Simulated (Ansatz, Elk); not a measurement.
# TeS2: X-ray structure factors from the self-consistent density

Structure refinements treat a crystal as free atoms side by side. For a made-up structure of TeS2 (cell and positions from a r2SCAN relaxation) the runs below show what the calculated density changes in F(hkl).

Program: Elk 11.2.3 (patched build). Level of theory: DFT, PBE, all-electron APW+lo, Dirac cores, scalar-relativistic bands, static density, no spin. Results are calculated unless marked as measured.

The structure was built from a prototype and need not be the compound's stable phase.

## Step 1: The structure

The structure is trigonal, space group P-3m1 (No. 164). Conventional cell: a = 3.813 Å, b = 3.813 Å, c = 6.152 Å, α = 90.00°, β = 90.00°, γ = 120.00°. Nearest to Te lie 6 S at 2.69 Å. S has 3 Te at 2.69 Å nearest. Farther neighbours and most contacts between anions are not listed.

## Step 2: Ground state and structure factors

An all-electron density is needed, since X-rays see the cores too. Task 0 finds the density and task 195 Fourier-transforms it; tshift is off so that phases refer to the origin typed.

elk.in

```
tasks
  0
  195

xctype
  20

spinpol
  .false.

rgkmax
  7.0

gmaxvr
  14.0

lmaxo
  7

lmaxapw
  8

swidth
  0.002

tshift
  .false.

ramdisk
  .false.

hmaxvr
  5.5

maxscl
  120

epspot
  1e-06

sppath
  './'

avec
  7.20482697207 -0.00000000000 -0.00000000000
  -3.60241348604 6.23956318768 -0.00000000000
  -0.00000000000 -0.00000000000 11.62516269741

atoms
  2
  'Te.in'
  1
  -0.0000000000 0.0000000000 -0.0000000000   0.000000 0.000000 0.000000
  'S.in'
  2
  0.3333333333 0.6666666667 0.2505456233   0.000000 0.000000 0.000000
  0.6666666667 0.3333333333 0.7494543767   0.000000 0.000000 0.000000

ngridk
  7 7 4
```

Launch:

```sh
> OMP_NUM_THREADS=4 elk
```

Numbers of over 12 decimals in the logs are rounded to 6 here.

Log:

```text
┌─────────────────────────┐
│ Elk code version 11.2.3 │
└─────────────────────────┘

All units are atomic (Hartree, Bohr, etc.)

┌─────────────────────────────────────────────────┐
│ Ground-state run starting from atomic densities │
└─────────────────────────────────────────────────┘

Lattice vectors :
   7.204826972      -0.000000000      -0.000000000
  -3.602413486       6.239563188      -0.000000000
  -0.000000000      -0.000000000       11.62516270

Reciprocal lattice vectors :
  0.8720799724      0.5034956068       0.000000000
   0.000000000       1.006991214       0.000000000
   0.000000000       0.000000000      0.5404814944

Unit cell volume      :    522.6088769
Brillouin zone volume :   0.4746383470

Muffin-tin inner radius fraction :   0.1000000000E-01

Nuclei treated as point charges

Species : 1 (Te)
 parameters loaded from : Te.in
 name : tellurium
 nuclear charge    :   -52.00000000
 electronic charge :    52.00000000
 atomic mass :    232600.5708
 muffin-tin radius :    2.600000000
 number of radial points in muffin-tin :   1193
 inner part over the whole radius :   0.9992174838E-02
 number on inner part of muffin-tin    :    851
 approximate nuclear radius :   0.8944870508E-04
 number of mesh points to nuclear radius :    430
 atomic positions (lattice), magnetic fields (Cartesian) :
  1 :   0.00000000  0.00000000  0.00000000    0.00000000  0.00000000  0.00000000

Species : 2 (S)
 parameters loaded from : S.in
 name : sulphur
 nuclear charge    :   -16.00000000
 electronic charge :    16.00000000
 atomic mass :    58450.91931
 muffin-tin radius :    2.200000000
 number of radial points in muffin-tin :    793
 inner part over the whole radius :   0.9890556315E-02
 number on inner part of muffin-tin    :    554
 approximate nuclear radius :   0.6195814986E-04
 number of mesh points to nuclear radius :    251
 atomic positions (lattice), magnetic fields (Cartesian) :
  1 :   0.33333333 -0.33333333  0.25054562    0.00000000  0.00000000  0.00000000
  2 :  -0.33333333  0.33333333 -0.25054562    0.00000000  0.00000000  0.00000000

Total number of atoms per unit cell :    3
Total muffin-tin volume :    162.8266528
 ratio of muffin-tin to unit cell volume :   0.3115650346

Spin treatment :
 spin-unpolarised

Number of Bravais lattice symmetries :   24
Number of crystal symmetries         :   12
Crystal has inversion symmetry
Real symmetric eigensolver will be used

k-point grid :      7     7     4
k-point offset :    0.000000000       0.000000000       0.000000000
k-point set is reduced with full crystal symmetry group
Total number of k-points :       28

Muffin-tin radius times maximum |G+k| :    7.000000000
 using average radius
Maximum |G+k| for APW functions       :    3.000000000
Maximum (1/2)|G+k|²                   :    4.500000000
Maximum |G| for potential and density :    14.00000000
Constant for pseudocharge density :    9
 order of it for each species :   16  16
 order of it for pair densities of each species (exact exchange by exxq0 0: 17) :   12   8
Radial integration step length :    1

G-vector grid sizes :     35    35    54
Number of G-vectors :    24141

Maximum angular momentum used for
 APW functions            :    8
 outer part of muffin-tin :    7
 inner part of muffin-tin :    2

Total nuclear charge    :   -84.00000000
Total core charge       :    56.00000000
Total valence charge    :    28.00000000
Total excess charge     :    0.000000000
Total electronic charge :    84.00000000

Effective Wigner radius, rₛ :    1.140957924

Number of empty states         :     12
Total number of valence states :     27
Total number of core states    :     56

Third-order local-orbitals added for an l without core states : T
Total number of local-orbitals :     25

Exchange-correlation functional :     20     0     0
 Perdew-Burke-Ernzerhof, Phys. Rev. Lett. 77, 3865 (1996)
 gradient requirement :    1
 generalised gradient approximation (GGA)

Smearing type :    3
 Fermi-Dirac
Smearing width :   0.2000000000E-02
[...]
exchange                    :     -223.33452684243
 correlation                 :     -4.080024
 electron entropic           :    -0.10646460238548E-06
 total energy                :     -7596.1163371888

Density of states at Fermi energy :   0.2305156340E-02
 (states/Hartree/unit cell)

Estimated indirect band gap :   0.3982390862E-01
 from k-point 28 to k-point 21
Estimated direct band gap   :   0.4425823002E-01
 at k-point 21

Charges :
 core                        :    56.00000000
 valence                     :    28.00000000
 interstitial                :    5.426648771
 muffin-tins (core leakage)
  species : 1 (Te)
   atom 1                    :    49.24521713     (  0.4097338843E-03)
  species : 2 (S)
   atom 1                    :    14.66406705     (  0.6814356878E-04)
   atom 2                    :    14.66406705     (  0.6814356878E-04)
 total in muffin-tins        :    78.57335123
 total calculated charge     :    84.00017561
 total charge                :    84.00000000
 error                       :   0.1756080584E-03

RMS change in Kohn-Sham potential (target) :   0.3726926473     (  0.1000000000E-05)
Absolute change in total energy (target)   :   0.2678114673     (  0.1000000000E-03)

[... loops 3 to 14 left out ...]

┌──────────────────┐
│ Loop number : 15 │
└──────────────────┘

Energies :
 Fermi                       :     0.159095
 sum of occupied eigenvalues :     -4580.3875222215
 electron kinetic            :      7989.6791494921
 core electron kinetic       :      7795.3310005670
 Coulomb                     :     -15357.559642143
 Coulomb potential           :     -12273.870443922
 nuclear-nuclear             :     -630.37549873502
 electron-nuclear            :     -17191.149244538
 Hartree                     :      2463.9651011297
 Madelung                    :     -9220.6244201818
 xc potential                :     -296.19622779141
 exchange                    :     -223.32035631814
 correlation                 :     -4.086566
 electron entropic           :    -0.22052558117149E-04
 total energy                :     -7595.2874370295

Density of states at Fermi energy :    1.028446845
 (states/Hartree/unit cell)

Estimated indirect band gap :   0.1406098496E-01
 from k-point 28 to k-point 21
Estimated direct band gap   :   0.2261192791E-01
 at k-point 21

Charges :
 core                        :    56.00000000
 valence                     :    28.00000000
 interstitial                :    5.421779980
 muffin-tins (core leakage)
  species : 1 (Te)
[...]
species : 2 (S)
[...]
total in muffin-tins        :    78.57822002
 total calculated charge     :    84.00018152
 total charge                :    84.00000000
 error                       :   0.1815229005E-03

RMS change in Kohn-Sham potential (target) :   0.1100478979E-06 (  0.1000000000E-05)
Absolute change in total energy (target)   :   0.3539909812E-04 (  0.1000000000E-03)

Convergence targets achieved

┌──────────────────┐
│ Loop number : 16 │
└──────────────────┘

Energies :
 Fermi                       :     0.159095
 sum of occupied eigenvalues :     -4580.3875228772
 electron kinetic            :      7989.6791499761
 core electron kinetic       :      7795.3310021371
 Coulomb                     :     -15357.559642711
 Coulomb potential           :     -12273.870447243
 nuclear-nuclear             :     -630.37549873502
 electron-nuclear            :     -17191.149242164
 Hartree                     :      2463.9650981878
 Madelung                    :     -9220.6244190897
 xc potential                :     -296.19622561003
 exchange                    :     -223.32035623153
 correlation                 :     -4.086566
 electron entropic           :    -0.22052626566048E-04
 total energy                :     -7595.2874370321

Density of states at Fermi energy :    1.028450688
 (states/Hartree/unit cell)

Estimated indirect band gap :   0.1406096791E-01
 from k-point 28 to k-point 21
Estimated direct band gap   :   0.2261190817E-01
 at k-point 21

Charges :
 core                        :    56.00000000
 valence                     :    28.00000000
 interstitial                :    5.421780210
 muffin-tins (core leakage)
  species : 1 (Te)
   atom 1                    :    49.74176378     (  0.3912276164E-03)
  species : 2 (S)
   atom 1                    :    14.41822801     (  0.6910016753E-04)
   atom 2                    :    14.41822801     (  0.6910016753E-04)
 total in muffin-tins        :    78.57821979
 total calculated charge     :    84.00018152
 total charge                :    84.00000000
 error                       :   0.1815230148E-03

┌──────────────────────────────┐
│ Self-consistent loop stopped │
└──────────────────────────────┘

Warning : core states of species 1 leak from the muffin-tin :   0.3912276164E-03

Wrote STATE.OUT
```

Elapsed: 13 s, on 4 threads of Arm Neoverse V2, shared host; peak memory 0.16 GiB; 30 s of CPU time.

SFACRHO.OUT:

```text

h k l indices transformed by vhmat matrix:
   1.000000000       0.000000000       0.000000000    
   0.000000000       1.000000000       0.000000000    
   0.000000000       0.000000000       1.000000000    

      h      k      l  multipl.   |H|            Re(F)            Im(F)           |F|

      0      0      0      1   0.0000000       83.999999     -0.62440983E-16   83.999999    
      0      0      1      2  0.54048149       49.071701      -0.0000000       49.071701    
      0      1      0      6   1.0069912       31.989969      0.36263276E-14   31.989969    
      0      0      2      2   1.0809630       19.376985     -0.10114054E-13   19.376985    
      1     -1     -1      6   1.1428699       22.547048      0.45329094E-14   22.547048    
      1     -1      1      6   1.1428699       64.236256      0.81592370E-14   64.236256    
      1      0      2      6   1.4773328       50.941057      0.90658189E-15   50.941057    
      1      0     -2      6   1.4773328       50.881299     -0.90658189E-14   50.881299    
      0      0      3      2   1.6214445       39.150944      0.18131638E-14   39.150944    
      1      1      0      6   1.7441599       57.384910     -0.86747733E-14   57.384910    
      1      1      1     12   1.8259831       37.313250      0.18131638E-14   37.313250    
      1      0     -3      6   1.9086942       20.742449      0.15411892E-13   20.742449    
      0     -1      3      6   1.9086942       52.613753      0.19944802E-13   52.613753    
      0     -2      0      6   2.0139824       26.915707     -0.36263276E-14   26.915707    
     -1      2     -2     12   2.0519685       17.954034      0.16098911E-13   17.954034    
      2     -2      1      6   2.0852447       20.331425      -0.0000000       20.331425    
      0      2     -1      6   2.0852447       50.632732     -0.13598728E-13   50.632732    
      0      0      4      2   2.1619260       52.100375      0.15936010E-13   52.100375
```

Elk indexes on the primitive cell of elk.in and gives |H| = 4π sin θ/λ in inverse bohr. Below, one row stands for each form hkl of the conventional cell (m members, Friedel mates merged), F is for one primitive cell and the density is static (no thermal factor). Free-atom factors are Waasmaier and Kirfel's, and R is Σm||F|−|F'||/Σm|F|.

```
hkl   m  sin θ/λ (Å⁻¹)  abs F, DFT  neutral atoms   diff.
001   2          0.081      49.072         49.219  -0.147
100   6          0.151      31.990         32.217  -0.227
002   2          0.163      19.377         19.636  -0.259
101   6          0.172      22.547         22.822  -0.275
011   6          0.172      64.236         64.071  +0.165
102   6          0.222      50.941         50.962  -0.021
012   6          0.222      50.881         50.712  +0.170
003   2          0.244      39.151         39.255  -0.104
110   6          0.262      57.385         57.404  -0.019
111  12          0.275      37.313         37.316  -0.003
013   6          0.287      20.742         20.630  +0.113
103   6          0.287      52.614         52.652  -0.038
200   6          0.303      26.916         26.940  -0.024
112  12          0.309      17.954         17.830  +0.124
021   6          0.314      20.331         20.126  +0.205
201   6          0.314      50.633         50.745  -0.113
004   2          0.325      52.100         52.207  -0.107
022   6          0.344      42.760         42.510  +0.250
202   6          0.344      42.204         42.309  -0.105
113  12          0.358      33.615         33.466  +0.149
014   6          0.359      25.296         25.192  +0.104
104   6          0.359      24.780         24.799  -0.020
```

## Step 3: The highest occupied states alone

An energy window below the Fermi level keeps the highest occupied states, to see at which angles they scatter; shallow core shells can lie inside it and anion s states outside. No new self-consistency is needed.

Edit elk.in of step 2 so:

```diff
@@ -1,3 +1,2 @@
 tasks
-  0
   195
@@ -40,2 +39,5 @@
 
+wsfac
+  -0.208400 0.459090
+
 sppath
```

Launch:

```sh
> OMP_NUM_THREADS=4 elk
```

Log:

```text
┌─────────────────────────────────┐
│ Elk code version 11.2.3 started │
└─────────────────────────────────┘

Info(readinput): the functional depends on the density's gradient
 muffin-tin radial points multiplied by    2.00000
 (not where nrmtscf is given)

┌────────────────────┐
│ Current task : 195 │
└────────────────────┘

Info(sfacrho): density structure factors written to SFACRHO.OUT

 Energy window :  -0.2084000000      0.4590900000

┌──────────────────┐
│ Elk code stopped │
└──────────────────┘
```

Elapsed: 5.4 s, on 4 threads; peak memory 0.16 GiB; 6.7 s of CPU time.

States within 10 eV below the Fermi level hold 12.78 electrons; any levels below the window count with the cores, and a count that is not whole means the window cuts a band. Their amplitudes can exceed the total, where window and core parts have opposite phase:

```
hkl  sin θ/λ (Å⁻¹)  abs F, window  abs F, all
001          0.081          2.360      49.072
100          0.151          1.044      31.990
002          0.163          2.799      19.377
101          0.172          2.099      22.547
011          0.172          3.641      64.236
102          0.222          1.133      50.941
012          0.222          0.799      50.881
003          0.244          0.247      39.151
110          0.262          0.662      57.385
111          0.275          0.201      37.313
```

(Continued in part 2 of 2.)

[Logs are printed without paths, hosts, clocks, repeated set-up lines and the standing remarks that a program may print on its own settings, such as how far it seeks lower states.]

[Hosts, paths, dates, database ids (printed as entryN), source tags and the programs' standing remarks are cut or masked in the printed files.]
